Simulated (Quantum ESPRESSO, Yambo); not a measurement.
# Excitons of Te2Mo (P6_3/mmc) on ever denser meshes, part 2 of 3

Wanted: excitons and ε₂ of Te2Mo (P6_3/mmc), with cost.

Quantum ESPRESSO 7.5 and Yambo 5.3.0; PBE and many-body steps on it, plane waves. Known limits of the many-body steps: not at the basis limit; no spin-orbit coupling in some runs; coarse k mesh; bindings not settled in the k mesh.

So far. Step 4 (Screening and self-energy, 3×3×1 mesh, 182 bands …): The gap on the mesh goes from 0.97 eV to 1.42 eV, a correction of +0.45 eV. Step 5 (Empty states on the mesh, 3×3×1 mesh, 194 bands): On this mesh the gap is 0.928 eV.

## 7. Excitons

Optical absorption needs the electron-hole interaction, solved here in a basis of vertical transitions on the mesh.

This step: Bethe-Salpeter equation on PBE with a scissors shift with spin-orbit coupling, plane waves, norm-conserving pseudopotentials.

bse3.in

```
optics
bss
bse
em1s
dipoles
rim_cut
RandQpts= 1000000
RandGvec= 1 RL
Chimod= "HARTREE"
BSKmod= "SEX"
BSEmod= "resonant"
BSSmod= "d"
BSENGexx= 20 Ry
BSENGBlk= 4 Ry
% BSEQptR
 1 | 1 |
%
% BSEBands
 115 | 132 |
%
% BEnRange
 0 | 4 | eV
%
% BDmRange
 0.1 | 0.1 | eV
%
BEnSteps= 81
% BLongDir
 1 | 0 | 0 |
%
% BndsRnXs
 89 | 194 |
%
NGsBlkXs= 4 Ry
% LongDrXs
 1 | 1 | 1 |
%
% KfnQP_E
 0.433 | 1.0 | 1.0 |
%
WRbsWF
FFTGvecs= 40 Ry
```

The run is started by

```console
OMP_NUM_THREADS=4 mpirun -n 4 yambo -F bse3.in -J bse3 -C bse3 > bse3.log
```

The program printed:

```text
 Yambo, version 5.3.0

 [02] CORE Variables Setup
 =========================

  [... cell, symmetries and grids as in the set-up ...]

  [02.05] Energies & Occupations
  ==============================

  [X] === General ===
  [X] Electronic Temperature                        :  0.000000  0.000000 [eV K]
  [X] Bosonic    Temperature                        :  0.000000  0.000000 [eV K]
  [X] Finite Temperature mode                       : no
  [X] El. density                                   :  0.82783E+24 [cm-3]
  [X] Fermi Level                                   :  13.94496 [eV]

  [X] === Gaps and Widths ===
  [X] Conduction Band Min                           :  0.927953 [eV]
  [X] Valence Band Max                              :  0.000000 [eV]
  [X] Filled Bands                                  :  124
  [X] Empty Bands                                   :  125  194
  [X] Direct Gap                                    :  0.972030 [eV]
  [X] Direct Gap localized at k                     :  3
  [X] Indirect Gap                                  :  0.927953 [eV]
  [X] Indirect Gap between kpts                     :  1  3
  [X] Last valence band width                       :  0.738234 [eV]
  [X] 1st conduction band width                     :  1.612811 [eV]

 [03] Transferred momenta grid and indexing
 ==========================================

 [BZ sampling] Q-grid is User defined and/or read from the database

 IBZ Q-points                                      :  3
 BZ  Q-points                                      :   9

 K/Q-points units:
 rlu = crystal or reduced units; cc = cartesian coordinates; iku = interal k-units

 Q [1]          [rlu]:  0.000000  0.000000  0.000000
 Q [2]          [rlu]:  0.88392E-16  0.33333       0.0000
 Q [3]          [rlu]:  0.333333  0.333333  0.000000

  [03.01] X + BSE indexes
  =======================

   [03.01.01] Sigma indexes
   ========================

 [04] Coloumb potential Random Integration (RIM)
 ===============================================

  [04.01] RIM initialization
  ==========================

  * Diagonal components only detected *

  8 x (sBL volume)        :  0.218128 [a.u.]
  sBZ random points       :  1000000
  Points outside the sBZ  :   7981908
  RL volume               :  0.245393 [a.u.]
  Integrated volume       :  0.245950 [a.u.]

  [04.02] RIM integrals
  =====================

  Gamma point sphere radius             :  0.109191 [a.u.]
  Points outside the sphere             :   799866
  [Int_sBZ(q=0) 1/q^2]*(Vol_sBZ)^(-1/3) =:  7.605463
                                 should be <:  7.795600

  Summary of Coulomb integrals for non-metallic bands |Q|[au] RIM/Bare

  Q [1] 0.100000E-4 0.975610 * Q [2] 0.363755 1.111704
  Q [3] 0.630042 1.038263

 [05] External/Internal QP corrections
 =====================================

 [QP_apply] Action to be applied: USER defined scissor

  [05.01]  QP corrections report
  ==============================

  [K+QP] === General ===
  [K+QP] Electronic Temperature                     :  0.000000  0.000000 [eV K]
  [K+QP] Bosonic    Temperature                     :  0.000000  0.000000 [eV K]
  [K+QP] Finite Temperature mode                    : no
  [K+QP] El. density                                :  0.82783E+24 [cm-3]
  [K+QP] Fermi Level                                :  0.000000 [eV]

  [K+QP] === Gaps and Widths ===
  [K+QP] Conduction Band Min                        :  1.360953 [eV]
  [K+QP] Valence Band Max                           :  0.000000 [eV]
  [K+QP] Filled Bands                               :  124
  [K+QP] Empty Bands                                :  125  194
  [K+QP] Direct Gap                                 :  1.405030 [eV]
  [K+QP] Direct Gap localized at k                  :  3
  [K+QP] Indirect Gap                               :  1.360953 [eV]
  [K+QP] Indirect Gap between kpts                  :  1  3
  [K+QP] Last valence band width                    :  0.738234 [eV]
  [K+QP] 1st conduction band width                  :  1.612811 [eV]

  [coarse-grid] Minimum Bare Gap        [ev]:  0.927953
  [coarse-grid] Minimum Gap Correction  [ev]:  0.433000

  Eqp @ K [1]
  -159.2361 -159.2361 -159.2361 -159.2361 -159.2360 -159.2360 -159.2360 -159.2360
  -116.0537 -116.0537 -116.0537 -116.0537 -116.0536 -116.0536 -116.0536 -116.0536
  -106.3679 -106.3679 -106.3679 -106.3679 -106.3678 -106.3678 -106.3678 -106.3678
  -106.3251 -106.3251 -106.3250 -106.3250 -106.3249 -106.3249 -106.3249 -106.3249
  -60.82197 -60.82197 -60.82197 -60.82197 -37.55660 -37.55660 -37.55629 -37.55629
  -37.55268 -37.55268 -37.55253 -37.55253 -37.51072 -37.51072 -37.51028 -37.51028
[...]
[... 13 further rows ...]
[...]
15.17300  15.17326
  Eqp @ K [2]
[...]
[... 13 further rows ...]
[...]
16.01148  16.01149
  Eqp @ K [3]
[...]
-36.07494 -36.07494 -36.05739 -36.05739 -36.05687 -36.05687 -36.03702 -36.03702
  -36.03538 -36.03538 -36.02603 -36.02603 -36.00336 -36.00336 -35.98025 -35.98025
     [... 13 further rows ...]
   14.66324  14.66324  15.72513  15.72513  15.81433  15.81433  16.59878  16.59885
   16.98907  16.98914

 [06] Dipoles
 ============

  [06.01] Setup: observables and procedures
  =========================================

  [WARNING] [x,Vnl] slows the Dipoles computation. To neglect it rename the ns.kb_pp file

  [WARNING] [r,Vnl^pseudo] included in position and velocity dipoles.

  [WARNING] In case H contains other non local terms, these are neglected

 [07] Static Dielectric Matrix
 =============================

 [WR./bse3//ndb.em1s]------------------------------------------------------------
  Brillouin Zone Q/K grids (IBZ/BZ)                :   3   9   3   9
  RL vectors                                       :   4349 [WF]
  Coulomb cutoff potential                         : none
  Electronic Temperature                           :  0.000000 [K]
  Bosonic    Temperature                           :  0.000000 [K]
  Static diel. fun.  energies                      : Perdew, Burke & Ernzerhof(X)+Perdew, Burke & Ernzerhof(C)
  wavefunctions                                    : Perdew, Burke & Ernzerhof(X)+Perdew, Burke & Ernzerhof(C)
  Global Gauge                                     : length
  X matrix size                                    :  149
  X band range                                     :   89  194
  X e/h energy range                               : -1.000000 -1.000000 [eV]
  X Time ordering                                  : T
  X Hxc Kernel                                     : HARTREE
  X Drude frequency                                :  0.000000  0.000000
  X poles                                          :  100.0000 [o/o]
  RL vectors in the sum                            :   4349
  [r,Vnl] included                                 : yes
  Field direction                                  :  0.577350E-5  0.577350E-5  0.577350E-5
  BZ energy Double Grid                            : no
  BZ energy DbGd points                            : 0
  BZ Q point size factor                           : -1.000000
  X Optical Averaged directions                    : none

 [08] Bethe Salpeter Equation driver
 ===================================

  [08.01] Bethe Salpeter Equation @q1
  ===================================

   [08.01.01] Transition pre-analysis @q1
   ======================================

   [08.01.02] Transition Groups build-up @q1
   =========================================

   [BSK] Transition groups (total):   6
   [BSK] Size (resonant):   720
   [BSK]         (total):   720
   [BSK] N. of matrices :  1

   [08.01.03] Loading Dipoles @q1
   ==============================

   [08.01.04] Independent Particles properties @q1
   ===============================================

   ==========================================================

   [BSE] Exchange components :  1573
   [BSE] Correlation components :   149   951

    [08.01.05.01] Screened interaction header I/O
    =============================================

    [08.01.05.02] Main kernel loop
    ==============================

    [08.01.05.03] Wave-Function Phases
    ==================================

    [BSE] WF phases found       :  30.24691 [o/o]

   [08.01.06] BSE solver(s) @q1
   ============================

   [08.01.07] Diago Solver @q1
   ===========================

 [11] Game Over & Game summary
```

It took 7.8 s on 4 MPI ranks of Arm Neoverse V2, shared host; peak memory 1.5 GiB.

This step gave:

| Quantity | Value |
| --- | --- |
| transitions in the window | 720 |
| direct gap of the transition levels | 1.405 eV |
| lowest state | 1.085 eV |
| first strong exciton (over a fiftieth of the strongest listed) | 1.101 eV |
| binding of the lowest state below the direct gap | 0.3198 eV |
| Coulomb term of one mesh cell | 0.1940 eV |

The binding is 1.6 times the screened Coulomb term of one mesh cell (0.19 eV), so it is not shown settled.

The lowest state lies at 1.085 eV, 0.320 eV under the direct gap.

Lines within 3 meV are set at the lowest of them, and the highest group, which the list may cut short, is left out. Lines of the exciton spectrum (strongest = 100):

```csv
position (eV),lines merged,"strength, relative"
1.085,4,0.0
1.101,4,73
1.223,4,0.0
1.304,4,100
1.422,2,21
1.429,3,0.0
1.453,1,0.0
1.458,1,0.0
```

Field along x; broadening 0.1 eV; transition window only. Limits: finite bands, cutoff and mesh; coarse k mesh; exciton not shown settled in the k mesh. ε₂ against photon energy; read off at these points:

```csv
photon energy (eV),BSE,no electron-hole interaction
0.00,0.482,0.363
0.15,0.605,0.437
0.30,0.787,0.540
0.40,0.965,0.631
0.55,1.39,0.825
0.70,2.24,1.14
0.85,4.40,1.70
0.95,8.51,2.36
1.10,25.6,4.57
1.25,28.8,12.6
1.30,33.7,19.8
1.40,23.3,41.7
1.50,15.3,25.6
1.65,8.82,18.0
1.80,4.67,19.8
1.95,3.61,7.05
2.05,4.42,4.48
2.20,6.82,3.60
2.35,12.0,4.28
2.50,28.6,6.09
2.60,18.8,10.6
2.75,19.7,21.6
2.90,26.5,23.1
3.00,32.8,22.2
3.05,27.0,20.0
3.15,15.7,23.6
3.30,8.22,20.6
3.45,5.56,11.5
3.60,6.09,6.24
3.70,5.51,4.33
3.85,2.32,5.89
4.00,1.99,6.50
```

## 8. Empty states on the mesh, 6×6×2 mesh, 194 bands

This step: Quantum ESPRESSO 7.5; DFT, PBE with spin-orbit coupling, plane waves, norm-conserving pseudopotentials.

pw.in

```
&control
  calculation = 'nscf'
  prefix = 'x'
  outdir = 'o'
  pseudo_dir = 'pseudo'
/
&system
  ibrav = 0
  nat = 6
  ntyp = 2
  ecutwfc = 88.0
  nbnd = 194
  force_symmorphic = .true.
  noncolin = .true.
  lspinorb = .true.
/
&electrons
  conv_thr = 1e-9
  electron_maxstep = 80
  diago_full_acc = .true.
  diago_thr_init = 5e-6
/
ATOMIC_SPECIES
  Te 127.6 Te.upf
  Mo 95.95 Mo.upf
CELL_PARAMETERS angstrom
  3.5182000000 -0.0000000000 0.0000000000
  -1.7591000000 3.0468505756 0.0000000000
  0.0000000000 0.0000000000 13.9736000000
ATOMIC_POSITIONS crystal
  Te 0.3333333333 0.6666666667 0.6210000000
  Te 0.6666666667 0.3333333333 0.1210000000
  Te 0.3333333333 0.6666666667 0.8790000000
  Te 0.6666666667 0.3333333333 0.3790000000
  Mo 0.3333333333 0.6666666667 0.2500000000
  Mo 0.6666666667 0.3333333333 0.7500000000
K_POINTS automatic
  6 6 2 0 0 0
```

The run is started by

```console
OMP_NUM_THREADS=1 mpirun -n 16 pw.x -nk 4 -in pw.in > pw.out
```

The program printed:

```text
[banner, memory and clock lines left out]
Program PWSCF v.7.5 starts

     Atomic positions and unit cell read from directory:
     o/x.save/

     Message from routine setup:
     using ibrav=0 with symmetry is DISCOURAGED, use correct ibrav instead

     bravais-lattice index     =            0
     lattice parameter (alat)  =       6.6484  a.u.
     unit-cell volume          =    1010.8264 (a.u.)^3
     number of atoms/cell      =            6
     number of atomic types    =            2
     number of electrons       =       124.00
[...]
28.9371  28.9377

          k = 0.0000 0.1925 0.0000 ( 14059 PWs)   bands (ev):

  -145.2911-145.2911-145.2911-145.2911-145.2910-145.2910-145.2910-145.2910
  -102.1088-102.1088-102.1088-102.1088-102.1087-102.1087-102.1087-102.1087
[...]
-22.0913 -22.0913 -22.0906 -22.0906 -22.0710 -22.0710 -22.0704 -22.0704
     [... 13 further rows ...]
    27.7764  27.7764  28.4661  28.4661  28.6834  28.6834  28.8929  28.8929
    28.9748  28.9748

          k = 0.0000 0.1925-0.1259 ( 14044 PWs)   bands (ev):

     [... further k-points ...]

     highest occupied, lowest unoccupied level (ev):    13.9450   14.7534

     XML data file, pseudopotentials, collected wavefunctions
```

The job ended after 58 s (16 MPI ranks; peak memory 3 GiB; 15 min of CPU time).

This step gave:

* gap: 0.8084 eV
* k of the valence top: 0, 0, 0
* k of the conduction bottom: 0.1667, 0.1667, 0
* least direct gap: 0.9720 eV
* k points computed: 14
* lowest point of the top converged band, above the valence top: 14.74 eV

On this mesh the gap is 0.808 eV.

## 9. Conversion and set-up

This step: Yambo 5.3.0; conversion and set-up on PBE with spin-orbit coupling, plane waves, norm-conserving pseudopotentials.

The run is started by

```console
(cd o/x.save; p2y > p2y.log; mv SAVE ../..); yambo > setup.log
```

The program printed:

```text
 Yambo, version 5.3.0

 [02] CORE Variables Setup
 =========================

  [02.01] Unit cells
  ==================

  Cell kind             :  HCP
  Atoms in the cell     :  Te  Mo
  number of Te atoms    :   4
  number of Mo atoms    :  2

  List of atomic masses
  Mass of Te    :  127.6000
  Mass of Mo    :  95.95000

  List of atomic coordinates    : [cc]
  Te1       : -0.33242E-09   3.8385       16.398      order 1
  Te2       :  3.324217  1.919238  3.195160  order 2
  Te3       : -0.33242E-09   3.8385       23.211      order 3
[...]
Q [ 1]         [rlu]:  0.000000  0.000000  0.000000
 Q [ 2]         [rlu]:  0.000000  0.000000 -0.500000
 Q [ 3]         [rlu]:  0.44196E-16  0.16667       0.0000
[...]
Q [ 8]         [rlu]: -0.13259E-15 -0.50000     -0.50000
 Q [ 9]         [rlu]:  0.166667  0.166667  0.000000
 Q [10]         [rlu]:  0.166667  0.166667 -0.500000
 Q [11]         [rlu]:  0.166667  0.333333  0.000000
 Q [12]         [rlu]:  0.166667  0.333333 -0.500000
 Q [13]         [rlu]:  0.333333  0.333333  0.000000
 Q [14]         [rlu]:  0.333333  0.333333 -0.500000

  [03.01] X indexes
  =================

   [03.01.01] Sigma indexes
   ========================

 [06] Game Over & Game summary
```

It took 5 s on 1 MPI rank; peak memory 0.26 GiB.

## 10. k mesh (6×6×2)

This step: Bethe-Salpeter equation on PBE with a scissors shift with spin-orbit coupling, plane waves, norm-conserving pseudopotentials.

bse5.in, as its differences from bse3.in of step 7:

```diff
@@ -18,3 +18,3 @@
 % BSEBands
- 115 | 132 |
+ 121 | 132 |
 %
```

The run is started by

```console
OMP_NUM_THREADS=4 mpirun -n 4 yambo -F bse5.in -J bse5 -C bse5 > bse5.log
```

The program printed:

```text
 Yambo, version 5.3.0

 [02] CORE Variables Setup
 =========================

  [... cell, symmetries and grids as in the set-up ...]

  [02.05] Energies & Occupations
  ==============================

  [X] === General ===
  [X] Electronic Temperature                        :  0.000000  0.000000 [eV K]
  [X] Bosonic    Temperature                        :  0.000000  0.000000 [eV K]
  [X] Finite Temperature mode                       : no
  [X] El. density                                   :  0.82783E+24 [cm-3]
  [X] Fermi Level                                   :  13.94496 [eV]

  [X] === Gaps and Widths ===
  [X] Conduction Band Min                           :  0.808408 [eV]
  [X] Valence Band Max                              :  0.000000 [eV]
  [X] Filled Bands                                  :  124
  [X] Empty Bands                                   :  125  194
  [X] Direct Gap                                    :  0.972030 [eV]
  [X] Direct Gap localized at k                     :  13
  [X] Indirect Gap                                  :  0.808408 [eV]
  [X] Indirect Gap between kpts                     :   1   9
  [X] Last valence band width                       :  0.806868 [eV]
  [X] 1st conduction band width                     :  1.770881 [eV]

 [03] Transferred momenta grid and indexing
 ==========================================

 [BZ sampling] Q-grid is User defined and/or read from the database

 IBZ Q-points                                      :  14
 BZ  Q-points                                      :   72

 K/Q-points units:
 rlu = crystal or reduced units; cc = cartesian coordinates; iku = interal k-units

 Q [ 1]         [rlu]:  0.000000  0.000000  0.000000
 Q [ 2]         [rlu]:  0.000000  0.000000 -0.500000
[...]
X matrix size                                    :  149
  X band range                                     :   89  194
  X e/h energy range                               : -1.000000 -1.000000 [eV]
  X Time ordering                                  : T
  X Hxc Kernel                                     : HARTREE
  X Drude frequency                                :  0.000000  0.000000
  X poles                                          :  100.0000 [o/o]
  RL vectors in the sum                            :   4349
  [r,Vnl] included                                 : yes
  Field direction                                  :  0.577350E-5  0.577350E-5  0.577350E-5
  BZ energy Double Grid                            : no
  BZ energy DbGd points                            : 0
  BZ Q point size factor                           : -1.000000
  X Optical Averaged directions                    : none

 [08] Bethe Salpeter Equation driver
 ===================================

  [08.01] Bethe Salpeter Equation @q1
  ===================================

   [08.01.01] Transition pre-analysis @q1
   ======================================

   [08.01.02] Transition Groups build-up @q1
   =========================================

   [BSK] Transition groups (total):  28
   [BSK] Size (resonant):  2304
   [BSK]         (total):  2304
   [BSK] N. of matrices :  1

   [08.01.03] Loading Dipoles @q1
   ==============================

   [08.01.04] Independent Particles properties @q1
   ===============================================

   ==========================================================

   [BSE] Exchange components :  1573
   [BSE] Correlation components :   149   987

    [08.01.05.01] Screened interaction header I/O
    =============================================

    [08.01.05.02] Main kernel loop
    ==============================

    [08.01.05.03] Wave-Function Phases
    ==================================

    [BSE] WF phases found       :  43.45238 [o/o]

   [08.01.06] BSE solver(s) @q1
   ============================

   [08.01.07] Diago Solver @q1
   ===========================

 [11] Game Over & Game summary
```

Wall time 81 s (4 MPI ranks); peak memory 2.3 GiB; 14 min of CPU time.

Numbers from this step:

* transitions in the window: 2304
* direct gap of the transition levels: 1.405 eV
* lowest state: 1.265 eV
* first strong exciton (over a fiftieth of the strongest listed): 1.265 eV
* binding of the lowest state below the direct gap: 0.1395 eV
* Coulomb term of one mesh cell: 0.1075 eV

The binding is 1.3 times the screened Coulomb term of one mesh cell (0.11 eV), so it is not shown settled.

The lowest state lies at 1.265 eV, 0.140 eV under the direct gap.

The window of bands is narrower than in the first exciton run, so this row is not like for like with it.

## 11. Empty states on the mesh, 9×9×2 mesh, 194 bands

This step: Quantum ESPRESSO 7.5; DFT, PBE with spin-orbit coupling, plane waves, norm-conserving pseudopotentials.

Edit pw.in of step 8 so:

```diff
@@ -37,2 +37,2 @@
 K_POINTS automatic
-  6 6 2 0 0 0
+  9 9 2 0 0 0
```

The run is started by

```console
OMP_NUM_THREADS=1 mpirun -n 16 pw.x -nk 4 -in pw.in > pw.out
```

The program printed:

```text
[banner, memory and clock lines left out]
Program PWSCF v.7.5 starts

     Atomic positions and unit cell read from directory:
     o/x.save/

     Message from routine setup:
     using ibrav=0 with symmetry is DISCOURAGED, use correct ibrav instead

     bravais-lattice index     =            0
     lattice parameter (alat)  =       6.6484  a.u.
     unit-cell volume          =    1010.8264 (a.u.)^3
     number of atoms/cell      =            6
     number of atomic types    =            2
     number of electrons       =       124.00
[...]
28.9371  28.9377

          k = 0.0000 0.1283 0.0000 ( 14027 PWs)   bands (ev):

  -145.2911-145.2911-145.2911-145.2911-145.2910-145.2910-145.2910-145.2910
  -102.1088-102.1088-102.1088-102.1088-102.1087-102.1087-102.1087-102.1087
[...]
-22.0923 -22.0923 -22.0913 -22.0913 -22.0748 -22.0748 -22.0741 -22.0741
     [... 13 further rows ...]
    27.3561  27.3561  27.6710  27.6710  28.1430  28.1431  28.3745  28.3745
    28.5650  28.5651

          k = 0.0000 0.1283-0.1259 ( 14014 PWs)   bands (ev):

     [... further k-points ...]

     highest occupied, lowest unoccupied level (ev):    13.9450   14.7072

     XML data file, pseudopotentials, collected wavefunctions
```

The job ended after 78 s (16 MPI ranks; peak memory 3 GiB; 21 min of CPU time).

Numbers from this step:

| Item | Value |
| --- | --- |
| gap | 0.7623 eV |
| k of the valence top | 0, 0, 0 |
| k of the conduction bottom | 0.2222, 0.2222, 0 |
| least direct gap | 0.9720 eV |
| k points computed | 24 |
| lowest point of the top converged band, above the valence top | 14.62 eV |

On this mesh the gap is 0.762 eV.

[end of part 2 of 3]

[Paths, hosts, dates, memory and timing lines, banners, echoed tables and standing remarks are left out of the program output.]

[Logs are printed without paths, hosts, clocks, repeated set-up lines and the standing remarks that a program may print on its own settings, such as how far it seeks lower states.]

[Runs of the session that timed out or met a known fault of the program may be left out.]

[Hosts, paths, dates, database ids (printed as entryN), source tags and the programs' standing remarks are cut or masked in the printed files.]
